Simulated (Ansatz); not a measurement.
**The valence band of K2CdSe2O6 as photoemission sees it**

Wanted: projected DOS of K2CdSe2O6, weighted into photoemission and X-ray emission spectra, at several levels of theory.

Method: DFT, PBEsol, plane-wave PAW, default files, scalar-relativistic, in the first sound run; inputs show where later runs differ, in Ansatz 0.2.0.

Most raw output is cut from this account.

### 1. The starting structure

Symmetry: R-3m, No. 166, trigonal system. The conventional cell has a = 5.698 Å, b = 5.698 Å, c = 18.949 Å, α = 90.00°, β = 90.00°, γ = 120.00°. Nearest to Cd lie 6 O at 2.32 Å. Nearest to Se lie 3 O at 1.69 Å. K has 9 O at 2.82 to 3.05 Å nearest. Nearest to O lie 1 Se at 1.69 Å and 1 Cd at 2.32 Å and 3 K at 2.82 to 3.05 Å. Farther neighbours and most contacts between anions are not listed.

### 2. The base run

First the ground state, then the DOS by atom and shell, which the cross sections turn into spectra. The DOS is taken on a denser mesh than the density.

Input file input.yaml:

```yaml
crystal:
  lattice:
    - [2.84875, 1.6447265794, 6.3162]
    - [-2.84875, 1.6447265794, 6.3162]
    - [0.0, -3.2894531587, 6.3162]
  atoms:
    - { symbol: Cd, position: [0.0, 0.0, 0.0] }
    - { symbol: Se, position: [0.3760333333, 0.3760333333, 0.3760333333] }
    - { symbol: Se, position: [0.6239666667, 0.6239666667, 0.6239666667] }
    - { symbol: K, position: [0.1960733333, 0.1960733333, 0.1960733333] }
    - { symbol: K, position: [0.8039266667, 0.8039266667, 0.8039266667] }
    - { symbol: O, position: [0.25804, 0.25804, 0.72374] }
    - { symbol: O, position: [0.72374, 0.25804, 0.25804] }
    - { symbol: O, position: [0.25804, 0.72374, 0.25804] }
    - { symbol: O, position: [0.27626, 0.74196, 0.74196] }
    - { symbol: O, position: [0.74196, 0.74196, 0.27626] }
    - { symbol: O, position: [0.74196, 0.27626, 0.74196] }
kpoints:
  mp_grid: { grid: [6, 6, 6] }
  band_path:
    path:
      - [[0.0, 0.0, 0.0], [0.5, 0.5, 0.5], [0.788129, 0.211871, 0.5]]
      - [[0.5, -0.211871, 0.211871], [0.5, 0.0, 0.0], [0.0, 0.0, 0.0], [0.355936, -0.355936, 0.0]]
      - [[0.644064, 0.0, 0.355936], [0.5, 0.0, 0.5], [0.0, 0.0, 0.0]]
    npoints: 12
scf:
  occupations: { method: fermi_dirac, width: 0.02 }
  n_extra_bands: 26
hamiltonian:
  xc: pbesol
  pseudopotentials: { kind: paw }
output:
  forces: true
  stress: true
  dos:
    projected: true
    de: 0.05
    e_range: [-30, 12]
    nscf_kmesh: { grid: [8, 8, 8] }
  fatbands: true
```

Command:

```sh
$ ansatz run input.yaml --threads 2 --pin off --max-ram 6144MiB --backend cpu --events-out ev --progress --plain --runs-dir out
```

Elapsed: 57 s, on 2 threads of Arm Neoverse V2, shared host; peak memory 0.86 GiB.

This step gave:

```
free energy                                    : -25428.7774 eV
Fermi energy                                   : 7.543 eV
symmetry operations                            : 12
pressure                                       : 1.731 GPa
gap on the k-mesh                              : 3.723 eV
zero of energy                                 : valence-band maximum
share of occupied states in no projected shell : 0.0097 of the occupied states in the window
gap on the path                                : 3.722 eV
least direct gap on the path                   : 4.064 eV
valence top on path                            : 0.0014 eV
```

Electronic bands along the path, in eV, zero at the valence-band maximum; v1 is the highest filled band, c1 the lowest empty one:

| point | v4 | v3 | v2 | v1 | c1 | c2 | c3 | c4 |
| --- | --- | --- | --- | --- | --- | --- | --- | --- |
| Γ | -0.39 | -0.39 | -0.36 | -0.34 | 3.72 | 4.69 | 4.69 | 5.31 |
| halfway | -0.44 | -0.44 | -0.36 | -0.31 | 3.88 | 4.78 | 4.78 | 5.01 |
| T | -0.49 | -0.47 | -0.39 | -0.27 | 4.08 | 4.66 | 4.88 | 4.88 |
| halfway | -0.59 | -0.51 | -0.46 | -0.16 | 4.48 | 4.94 | 5.09 | 5.48 |
| H2 | -0.79 | -0.72 | -0.36 | -0.01 | 4.36 | 5.39 | 5.72 | 6.37 |
| jump to H0 | -0.79 | -0.72 | -0.36 | -0.01 | 4.36 | 5.39 | 5.72 | 6.37 |
| halfway | -0.76 | -0.69 | -0.41 | 0.00 | 4.33 | 5.25 | 5.61 | 6.37 |
| L | -0.70 | -0.47 | -0.37 | -0.02 | 4.51 | 4.76 | 5.55 | 6.36 |
| halfway | -0.65 | -0.58 | -0.37 | -0.14 | 4.24 | 4.70 | 4.88 | 5.91 |
| Γ | -0.39 | -0.39 | -0.36 | -0.34 | 3.72 | 4.69 | 4.69 | 5.31 |
| halfway | -0.63 | -0.58 | -0.49 | -0.10 | 4.27 | 4.81 | 5.03 | 6.20 |
| S0 | -0.80 | -0.74 | -0.37 | 0.00 | 4.33 | 5.46 | 5.68 | 6.40 |
| jump to S2 | -0.80 | -0.74 | -0.37 | 0.00 | 4.33 | 5.46 | 5.68 | 6.40 |
| halfway | -0.75 | -0.49 | -0.37 | -0.04 | 4.39 | 5.12 | 5.68 | 6.33 |
| F | -0.71 | -0.37 | -0.31 | -0.08 | 4.46 | 4.92 | 5.60 | 6.30 |
| halfway | -0.60 | -0.56 | -0.34 | -0.17 | 4.26 | 4.75 | 4.90 | 5.79 |
| Γ | -0.39 | -0.39 | -0.36 | -0.34 | 3.72 | 4.69 | 4.69 | 5.31 |

Of the projections kept (Cd s, Cd d, Se s, Se p, K s, K p, O s, O p, not projected), the largest for each band there; the rest of the weight can lie on other orbitals:

| point | v4 | v3 | v2 | v1 | c1 | c2 | c3 | c4 |
| --- | --- | --- | --- | --- | --- | --- | --- | --- |
| Γ | O p 0.87 | O p 0.87 | O p 0.74 | O p 0.99 | Cd s 0.48 | Se p 0.48 | Se p 0.48 | Se p 0.33 |
| T | O p 0.87 | O p 0.99 | O p 0.99 | O p 0.68 | Cd s 0.56 | K s 0.26 | Se p 0.51 | Se p 0.51 |
| H2 | O p 0.96 | O p 0.91 | O p 0.71 | O p 0.75 | Se p 0.35 | Se p 0.45 | Se p 0.41 | Cd s 0.42 |
| H0 | O p 0.96 | O p 0.91 | O p 0.71 | O p 0.75 | Se p 0.35 | Se p 0.45 | Se p 0.41 | Cd s 0.42 |
| L | O p 0.99 | O p 0.68 | O p 0.89 | O p 0.75 | Se p 0.28 | Se p 0.47 | Se p 0.42 | Cd s 0.28 |
| Γ | O p 0.87 | O p 0.87 | O p 0.74 | O p 0.99 | Cd s 0.48 | Se p 0.48 | Se p 0.48 | Se p 0.33 |

The DOS has structure finer than the step of the table below, so its rows give means over 1 eV, whole bins alone (the curve runs from -28.1 to 12.8 eV). Peaks (eV: height): total -27.8: 36.9, -20.1: 25.4, -17.3: 47.8, -11.5: 31.7; O 2p -4.7: 10.5, -1.9: 21.4, -0.7: 16.4, -0.5: 14.3; K 3p -11.5: 30.5, -11.2: 21.1; Cd 4d -6.4: 17.4, -6.0: 20.1; Se 4p -17.3: 7.45, -4.7: 4.04, 4.8: 2.99, 6.2: 2.94.

* holds the states left over by the projection beside any projected weight of its own, shared among the starred shells. DOS against E, zero at the valence-band maximum; means over each step; 7 of 12 lines; values in states/eV/cell:

| E (eV) | total | O 2p | K 3p | Cd 4d | Se 4p | O 2s | Se 4s |
| --- | --- | --- | --- | --- | --- | --- | --- |
| -21 | 0 | 0 | 0 | 0 | 0 | 0 | 0 |
| -20 | 4.00 | 0.311 | 0.00272 | 0.00662 | 0.136 | 2.09 | 1.31 |
| -19 | 0 | 0 | 0 | 0 | 0 | 0 | 0 |
| -18 | 0.463 | 0.00731 | 0.00117 | 3.7e-4 | 0.0714 | 0.357 | 3.2e-4 |
| -17 | 7.54 | 0.137 | 0.0127 | 0.0309 | 1.17 | 6.07 | 0.00143 |
| -16 | 0 | 0 | 0 | 0 | 0 | 0 | 0 |
| -15 | 0 | 0 | 0 | 0 | 0 | 0 | 0 |
| -14 | 0 | 0 | 0 | 0 | 0 | 0 | 0 |
| -13 | 0 | 0 | 0 | 0 | 0 | 0 | 0 |
| -12 | 4.14 | 0.0913 | 3.94 | 0.00215 | 0.0159 | 0.0301 | 0.0455 |
| -11 | 7.86 | 0.0839 | 7.68 | 0.00243 | 0.0177 | 0.0254 | 0.0292 |
| -10 | 4.00 | 0.836 | 0.196 | 0.0928 | 0.129 | 1.32 | 1.35 |
| -9 | 1.2e-4 | 2.3e-5 | 0 | 0 | 0 | 4.2e-5 | 4.2e-5 |
| -8 | 0 | 0 | 0 | 0 | 0 | 0 | 0 |
| -7 | 0.745 | 0.150 | 0 | 0.510 | 0.0687 | 0.00529 | 0.00565 |
| -6 | 10.1 | 1.61 | 0 | 7.43 | 0.684 | 0.101 | 0.0682 |
| -5 | 7.51 | 4.06 | 0 | 0.910 | 1.65 | 0.524 | 0.0385 |
| -4 | 3.70 | 1.87 | 0 | 0.486 | 0.918 | 0.293 | 0.0386 |
| -3 | 1.95 | 1.51 | 0 | 0.0441 | 0.118 | 0.0634 | 0.00437 |
| -2 | 9.25 | 8.57 | 0 | 0.104 | 0.119 | 0.0401 | 0.00524 |
| -1 | 8.02 | 7.26 | 0 | 0.201 | 0.226 | 0.0225 | 0.0765 |
| 0 | 4.77 | 3.74 | 0 | 0.165 | 0.361 | 0.00438 | 0.289 |
| 1 | 0 | 0 | 0 | 0 | 0 | 0 | 0 |
| 2 | 0 | 0 | 0 | 0 | 0 | 0 | 0 |
| 3 | 0 | 0 | 0 | 0 | 0 | 0 | 0 |
| 4 | 1.80 | 0.433 | 0 | 6.2e-4 | 0.522 | 0.202 | 0.00310 |
| 5 | 3.77 | 1.05 | 0 | 7.5e-4 | 1.57 | 0.219 | 0.0377 |
| 6 | 3.98 | 1.05 | 0 | 0.00351 | 1.32 | 0.208 | 0.220 |
| 7 | 4.43 | 1.20 | 0 | 0.00454 | 1.48 | 0.173 | 0.306 |
| 8 | 3.70 | 0.302 | 0 | 6.2e-4 | 0.212 | 0.0516 | 0.0511 |
| 9 | 9.28 | 0.362 | 0 | 0.00154 | 0.299 | 0.0334 | 0.0268 |
| 10 | 8.20 | 0.345 | 0 | 0.00124 | 0.271 | 0.0308 | 0.0250 |
| 11 | 7.33 | 0.137 | 0 | 3.0e-4 | 0.0818 | 0.0118 | 0.0182 |
| 12 | 5.06 | 0.0909 | 0 | 2.2e-4 | 0.0566 | 0.00831 | 0.0142 |

Sums over each group's atoms; a table of it gives point samples, which can step over narrow peaks. The DOS of the group by E, zero at the valence-band maximum; 7 of 9 lines; values in states/eV:

| E (eV) | O6: O 2p | K4: K 3p | Cd1: Cd 4d | Se2: Se 4p | O6: O 2s | Se2: Se 4s | Cd1: Cd 5s |
| --- | --- | --- | --- | --- | --- | --- | --- |
| -22.5 | 0 | 0 | 0 | 0 | 0 | 0 | 0 |
| -20.0 | 0.862 | 0.00817 | 0.0265 | 0.415 | 5.90 | 3.68 | 0.0190 |
| -17.5 | 0.156 | 0.0411 | 0.00966 | 1.55 | 8.01 | 0.00476 | 0.170 |
| -15.0 | 0 | 0 | 0 | 0 | 0 | 0 | 0 |
| -12.5 | 0 | 0 | 0 | 0 | 0 | 0 | 0 |
| -10.0 | 0.677 | 0.116 | 0.0677 | 0.0995 | 0.994 | 1.07 | 0.0321 |
| -7.5 | 0 | 0 | 0 | 0 | 0 | 0 | 0 |
| -5.0 | 4.21 | 0 | 1.62 | 1.65 | 0.424 | 0.0538 | 0.375 |
| -2.5 | 2.90 | 0 | 0.0353 | 0.0938 | 0.0530 | 0.00346 | 0.0769 |
| 0.0 | 4.59 | 0 | 0.0929 | 0.655 | 0.00352 | 0.552 | 0.00126 |
| 2.5 | 0 | 0 | 0 | 0 | 0 | 0 | 0 |
| 5.0 | 1.49 | 0 | 5.9e-4 | 2.28 | 0.271 | 0.0242 | 0.202 |
| 7.5 | 0.251 | 0 | 7.5e-4 | 0.214 | 0.0186 | 0.0791 | 0.0553 |
| 10.0 | 0.222 | 0 | 6.5e-4 | 0.184 | 0.0225 | 0.0105 | 0.0120 |
| 12.5 | 0.0624 | 0 | 1.7e-4 | 0.0439 | 0.00690 | 0.0136 | 0.00560 |

This run's widths, added to any smearing of the DOS itself: Gaussian 0.6 eV, Lorentzian 0.1 eV plus 0.08 an eV of depth. Intensity against binding energy, zero at the valence-band maximum; values in % of the maximum within 13 eV:

| binding energy (eV) | 21.2 eV | 40.8 eV | 400 eV | 1486.7 eV | 5414.7 eV |
| --- | --- | --- | --- | --- | --- |
| 0 | 42.8 | 40.9 | 14.2 | 8.82 | 20.6 |
| 2 | 84.9 | 85.7 | 22.5 | 7.37 | 8.50 |
| 4 | 33.1 | 31.3 | 23.5 | 20.0 | 27.5 |
| 6 | 30.5 | 80.1 | 94.4 | 94.2 | 95.0 |
| 8 | 2.14 | 5.51 | 8.64 | 7.36 | 10.2 |
| 10 | - | 10.2 | 28.9 | 21.3 | 50.6 |
| 12 | - | 4.89 | 43.5 | 21.6 | 21.4 |
| 14 | - | 1.31 | 6.06 | 3.71 | 5.57 |
| 16 | - | 3.19 | 11.7 | 8.11 | 14.3 |
| 18 | - | 6.91 | 25.0 | 17.6 | 32.3 |
| 20 | - | 4.76 | 15.9 | 13.3 | 36.3 |
| 22 | - | 1.12 | 4.20 | 3.64 | 9.76 |
| 24 | - | 0.416 | 2.62 | 2.66 | 7.65 |
| 26 | - | 0.237 | 5.28 | 6.32 | 19.9 |
| 28 | - | - | 10.3 | 12.9 | 41.4 |

Maxima picked by a test of local sharpness, so broad peaks and shoulders can be missing; peaks within 0.45 eV of a curve's cut are left out. Valence peaks, by row:

| photon energy (eV) | binding energy (eV) | height (% of the maximum within 13 eV) | main shell | its share (%) |
| --- | --- | --- | --- | --- |
| 21.2 | 4.7 | 56.3 | O 2p | 66.01 |
| 21.2 | 1.9 | 87.53 | O 2p | 97.25 |
| 21.2 | 0.6005 | 100 | O 2p | 94.18 |
| 40.8 | 17.35 | 10.17 | O 2s | 84.48 |
| 40.8 | 11.35 | 7.821 | K 3p | 64.41 |
| 40.8 | 9.8 | 10.91 | O 2p | 50 |
| 40.8 | 6.15 | 84.08 | Cd 4d | 81.57 |
| 40.8 | 4.75 | 55.63 | O 2p | 67.12 |
| 40.8 | 1.9 | 88.31 | O 2p | 97.03 |
| 40.8 | 0.6005 | 100 | O 2p | 94.8 |
| 400 | 27.6 | 14.24 | K 3s | 96.36 |
| 400 | 20 | 15.92 | O 2s | 75.12 |
| 400 | 17.35 | 36.95 | O 2s | 90.38 |
| 400 | 11.4 | 73.15 | K 3p | 94.71 |
| 400 | 6.15 | 100 | Cd 4d | 91.68 |
| 400 | 4.85 | 41.68 | Cd 4d | 50.96 |
| 400 | 1.9 | 23.02 | O 2p | 78.49 |
| 400 | 0.5505 | 30.11 | O 2p | 66 |
| 1487 | 27.6 | 17.8 | K 3s | 97.83 |
| 1487 | 20.05 | 13.34 | O 2s | 57.78 |
| 1487 | 17.35 | 25.66 | O 2s | 84.06 |
| 1487 | 11.4 | 36.12 | K 3p | 90.48 |
| 1487 | 9.85 | 21.8 | Se 4s | 34.38 |
| 1487 | 6.15 | 100 | Cd 4d | 94.14 |
| 1487 | 1.95 | 7.415 | Cd 4d | 40.65 |
| 1487 | 0.4505 | 15.07 | Cd 4d | 41.35 |
| 5415 | 27.6 | 57.15 | K 3s | 98.58 |
| 5415 | 20.05 | 36.52 | Se 4s | 57.13 |
| 5415 | 17.35 | 45 | O 2s | 79.85 |
| 5415 | 11.35 | 35 | K 3p | 73.8 |
| 5415 | 9.8 | 54.41 | Se 4s | 66.4 |
| 5415 | 6.15 | 100 | Cd 4d | 87.41 |
| 5415 | 4.85 | 46.64 | Cd 4d | 43.42 |
| 5415 | 0.3505 | 29.08 | Se 4s | 56.47 |

The intensity has structure finer than the step of the table below, so its rows give means over 1 eV, whole bins alone (the curve runs from -28.1 to 1.42 eV). Peaks (eV: height): Se K-beta valence -17.4: 34.7, -4.8: 100.0; Se K-beta valence, E along x -17.4: 48.8, -4.8: 85.0; Se K-beta valence, E along y -17.4: 48.8, -4.8: 85.0; Se K-beta valence, E along z -4.7: 130; Se L3-N1 -20.1: 66.3, -9.8: 99.9, -0.3: 40.6.

Shapes are the site's partial DOS without matrix elements, which overweights lines from ligand s bands. Intensity against emission energy less the core level's binding energy, zero at the valence-band maximum; means over each step; 7 of 9 lines; values in % of the unpolarised maximum:

| emission energy less the core level's binding energy (eV) | Se K-beta valence | Se K-beta valence, E along x | Se K-beta valence, E along y | Se K-beta valence, E along z | Se L3-N1 | O K | O K, E along x |
| --- | --- | --- | --- | --- | --- | --- | --- |
| -27 | 2.00 | 2.14 | 2.14 | 1.72 | 2.63 | 0.0610 | 0.0659 |
| -26 | 2.39 | 2.58 | 2.58 | 2.03 | 3.48 | 0.0664 | 0.0731 |
| -25 | 2.95 | 3.18 | 3.18 | 2.49 | 4.85 | 0.0796 | 0.0889 |
| -24 | 3.77 | 4.03 | 4.03 | 3.23 | 7.26 | 0.104 | 0.118 |
| -23 | 5.04 | 5.32 | 5.32 | 4.47 | 12.0 | 0.151 | 0.175 |
| -22 | 7.11 | 7.35 | 7.35 | 6.62 | 22.7 | 0.269 | 0.316 |
| -21 | 10.4 | 10.8 | 10.8 | 9.69 | 46.1 | 0.639 | 0.766 |
| -20 | 15.1 | 16.9 | 16.9 | 11.4 | 63.2 | 1.05 | 1.27 |
| -19 | 21.9 | 28.0 | 28.0 | 9.69 | 40.5 | 0.629 | 0.728 |
| -18 | 31.1 | 43.0 | 43.0 | 7.32 | 20.4 | 0.595 | 0.615 |
| -17 | 33.0 | 46.5 | 46.5 | 6.06 | 12.0 | 0.637 | 0.634 |
| -16 | 24.2 | 33.4 | 33.4 | 5.76 | 8.59 | 0.342 | 0.354 |
| -15 | 15.9 | 20.8 | 20.8 | 6.18 | 7.50 | 0.269 | 0.288 |
| -14 | 11.7 | 13.9 | 13.9 | 7.34 | 8.15 | 0.301 | 0.327 |
| -13 | 10.3 | 10.6 | 10.6 | 9.58 | 11.4 | 0.444 | 0.485 |
| -12 | 10.7 | 9.32 | 9.32 | 13.4 | 20.6 | 1.04 | 1.12 |
| -11 | 12.5 | 9.25 | 9.25 | 19.1 | 43.3 | 1.71 | 1.97 |
| -10 | 15.6 | 10.4 | 10.4 | 25.9 | 89.3 | 4.28 | 5.36 |
| -9 | 19.2 | 13.5 | 13.5 | 30.6 | 61.1 | 2.48 | 3.02 |
| -8 | 27.2 | 20.6 | 20.6 | 40.4 | 23.9 | 1.68 | 1.89 |
| -7 | 45.8 | 35.6 | 35.6 | 66.1 | 14.6 | 5.25 | 5.88 |
| -6 | 74.0 | 59.4 | 59.4 | 103 | 13.4 | 13.8 | 15.3 |
| -5 | 96.7 | 81.5 | 81.5 | 127 | 11.1 | 28.9 | 32.8 |
| -4 | 86.7 | 69.5 | 69.5 | 121 | 9.32 | 20.3 | 19.7 |
| -3 | 57.8 | 42.0 | 42.0 | 89.3 | 6.76 | 20.2 | 14.6 |
| -2 | 41.3 | 27.0 | 27.0 | 70.0 | 7.90 | 68.2 | 71.8 |
| -1 | 37.0 | 17.6 | 17.6 | 76.0 | 22.1 | 66.6 | 69.9 |
| 0 | 30.9 | 11.0 | 11.0 | 70.7 | 32.4 | 38.2 | 23.4 |

Shapes are the site's partial DOS without matrix elements, which overweights lines from ligand s bands. Emission peaks, by row:

| line | energy (eV) | height (%) |
| --- | --- | --- |
| Se K-beta valence | -17.35 | 34.68 |
| Se K-beta valence | -4.75 | 100 |
| Se K-beta valence, E along x | -17.35 | 48.86 |
| Se K-beta valence, E along x | -4.75 | 85 |
| Se K-beta valence, E along y | -17.35 | 48.86 |
| Se K-beta valence, E along y | -4.75 | 85 |
| Se K-beta valence, E along z | -4.65 | 130.1 |
| Se K-beta valence, E along z | -0.5505 | 80.44 |
| Se L3-N1 | -20.1 | 66.39 |
| Se L3-N1 | -9.8 | 100 |
| Se L3-N1 | -0.3005 | 40.59 |
| O K | -9.8 | 5.441 |
| O K | -4.7 | 36.87 |
| O K | -1.9 | 86.44 |
| O K | -0.6005 | 100 |
| O K, E along x | -9.8 | 6.85 |
| O K, E along x | -6.2 | 15.21 |
| O K, E along x | -4.75 | 41.57 |
| O K, E along x | -1.9 | 97.2 |
| O K, E along x | -0.6505 | 104.9 |
| O K, E along y | -9.8 | 6.85 |
| O K, E along y | -6.2 | 15.21 |
| O K, E along y | -4.75 | 41.57 |
| O K, E along y | -1.9 | 97.2 |
| O K, E along y | -0.6505 | 104.9 |
| O K, E along z | -4.6 | 28.53 |
| O K, E along z | -1.85 | 64.99 |
| O K, E along z | -0.4005 | 118.7 |

Broadened DOS, unweighted empty DOS against E, zero at the valence-band maximum; read off at these points:

| E (eV) | broadened DOS, unweighted empty DOS (states/eV/cell) |
| --- | --- |
| 3.0 | 3.3e-4 |
| 3.5 | 0.0604 |
| 4.0 | 1.31 |
| 4.5 | 3.74 |
| 5.0 | 4.25 |
| 5.5 | 3.29 |
| 6.0 | 3.54 |
| 6.5 | 5.36 |
| 7.0 | 4.89 |
| 7.5 | 2.56 |
| 8.0 | 4.32 |
| 8.5 | 6.64 |
| 9.0 | 9.18 |
| 9.5 | 9.48 |
| 10.0 | 7.53 |
| 10.5 | 7.70 |
| 11.0 | 7.42 |
| 11.5 | 6.11 |
| 12.0 | 4.99 |

The spectra weight each projected shell by its atomic cross section (Dirac–Hartree–Slater) and angular factor, for linear light with the analyser at 0° from the polarisation. Broadening, on top of any smearing of the DOS itself: a Gaussian of 0.6 eV and a Lorentzian of 0.1 eV plus 0.08 times the binding energy (full widths), Fermi edge at 77 K. Curves are cut 10 eV under the photon energy, above any shell that the free atom's threshold puts out of reach, or at the lower edge of the window: 8.8 eV at 21.2 eV, 26.8 eV at 40.8 eV, 28.1 eV at 400 eV, 28.1 eV at 1486.7 eV and 28.1 eV at 5414.7 eV. A star in tables and legends marks shells that hold the states left over by the projection (1.0 % of the filled ones), a stand-in for orbitals that the files don't project on. Dipole terms alone, which is rough above 3 keV; no background, satellites or final-state effects.

Share of each shell in the spectrum's area (%), by photon energy:

| shell | 21.2 eV | 40.8 eV | 400 eV | 1486.7 eV | 5414.7 eV |
| --- | --- | --- | --- | --- | --- |
| Cd 4d | 4.8 | 26.0 | 29.2 | 39.7 | 22.9 |
| Se 4s | 0.0 | 0.4 | 3.1 | 7.0 | 20.8 |
| Se 4p | 13.7 | 1.1 | 3.7 | 6.9 | 8.2 |
| K 3s | 0.0 | 0.0 | 5.2 | 8.7 | 17.5 |
| K 3p | 0.0 | 2.0 | 23.5 | 14.7 | 7.2 |
| O 2s | 0.0 | 7.3 | 23.8 | 20.4 | 21.1 |
| O 2p | 81.4 | 63.1 | 11.2 | 1.9 | 0.4 |

At this level the gap is 3.72 eV on the path.

[end of part 1 of 3]

[Logs are printed without paths, hosts, clocks, repeated set-up lines and the standing remarks that a program may print on its own settings, such as how far it seeks lower states.]

[Hosts, paths, dates, database ids (printed as entryN), source tags and the programs' standing remarks are cut or masked in the printed files.]

[Maps of the electrostatic potential energy from Ansatz leave out the sawtooth potential of an applied field or a dipole correction, so their vacuum need not be flat; work functions include it.]

[Peak lists hold at most the 14 tallest peaks of each spectrum; further lines can be left out.]
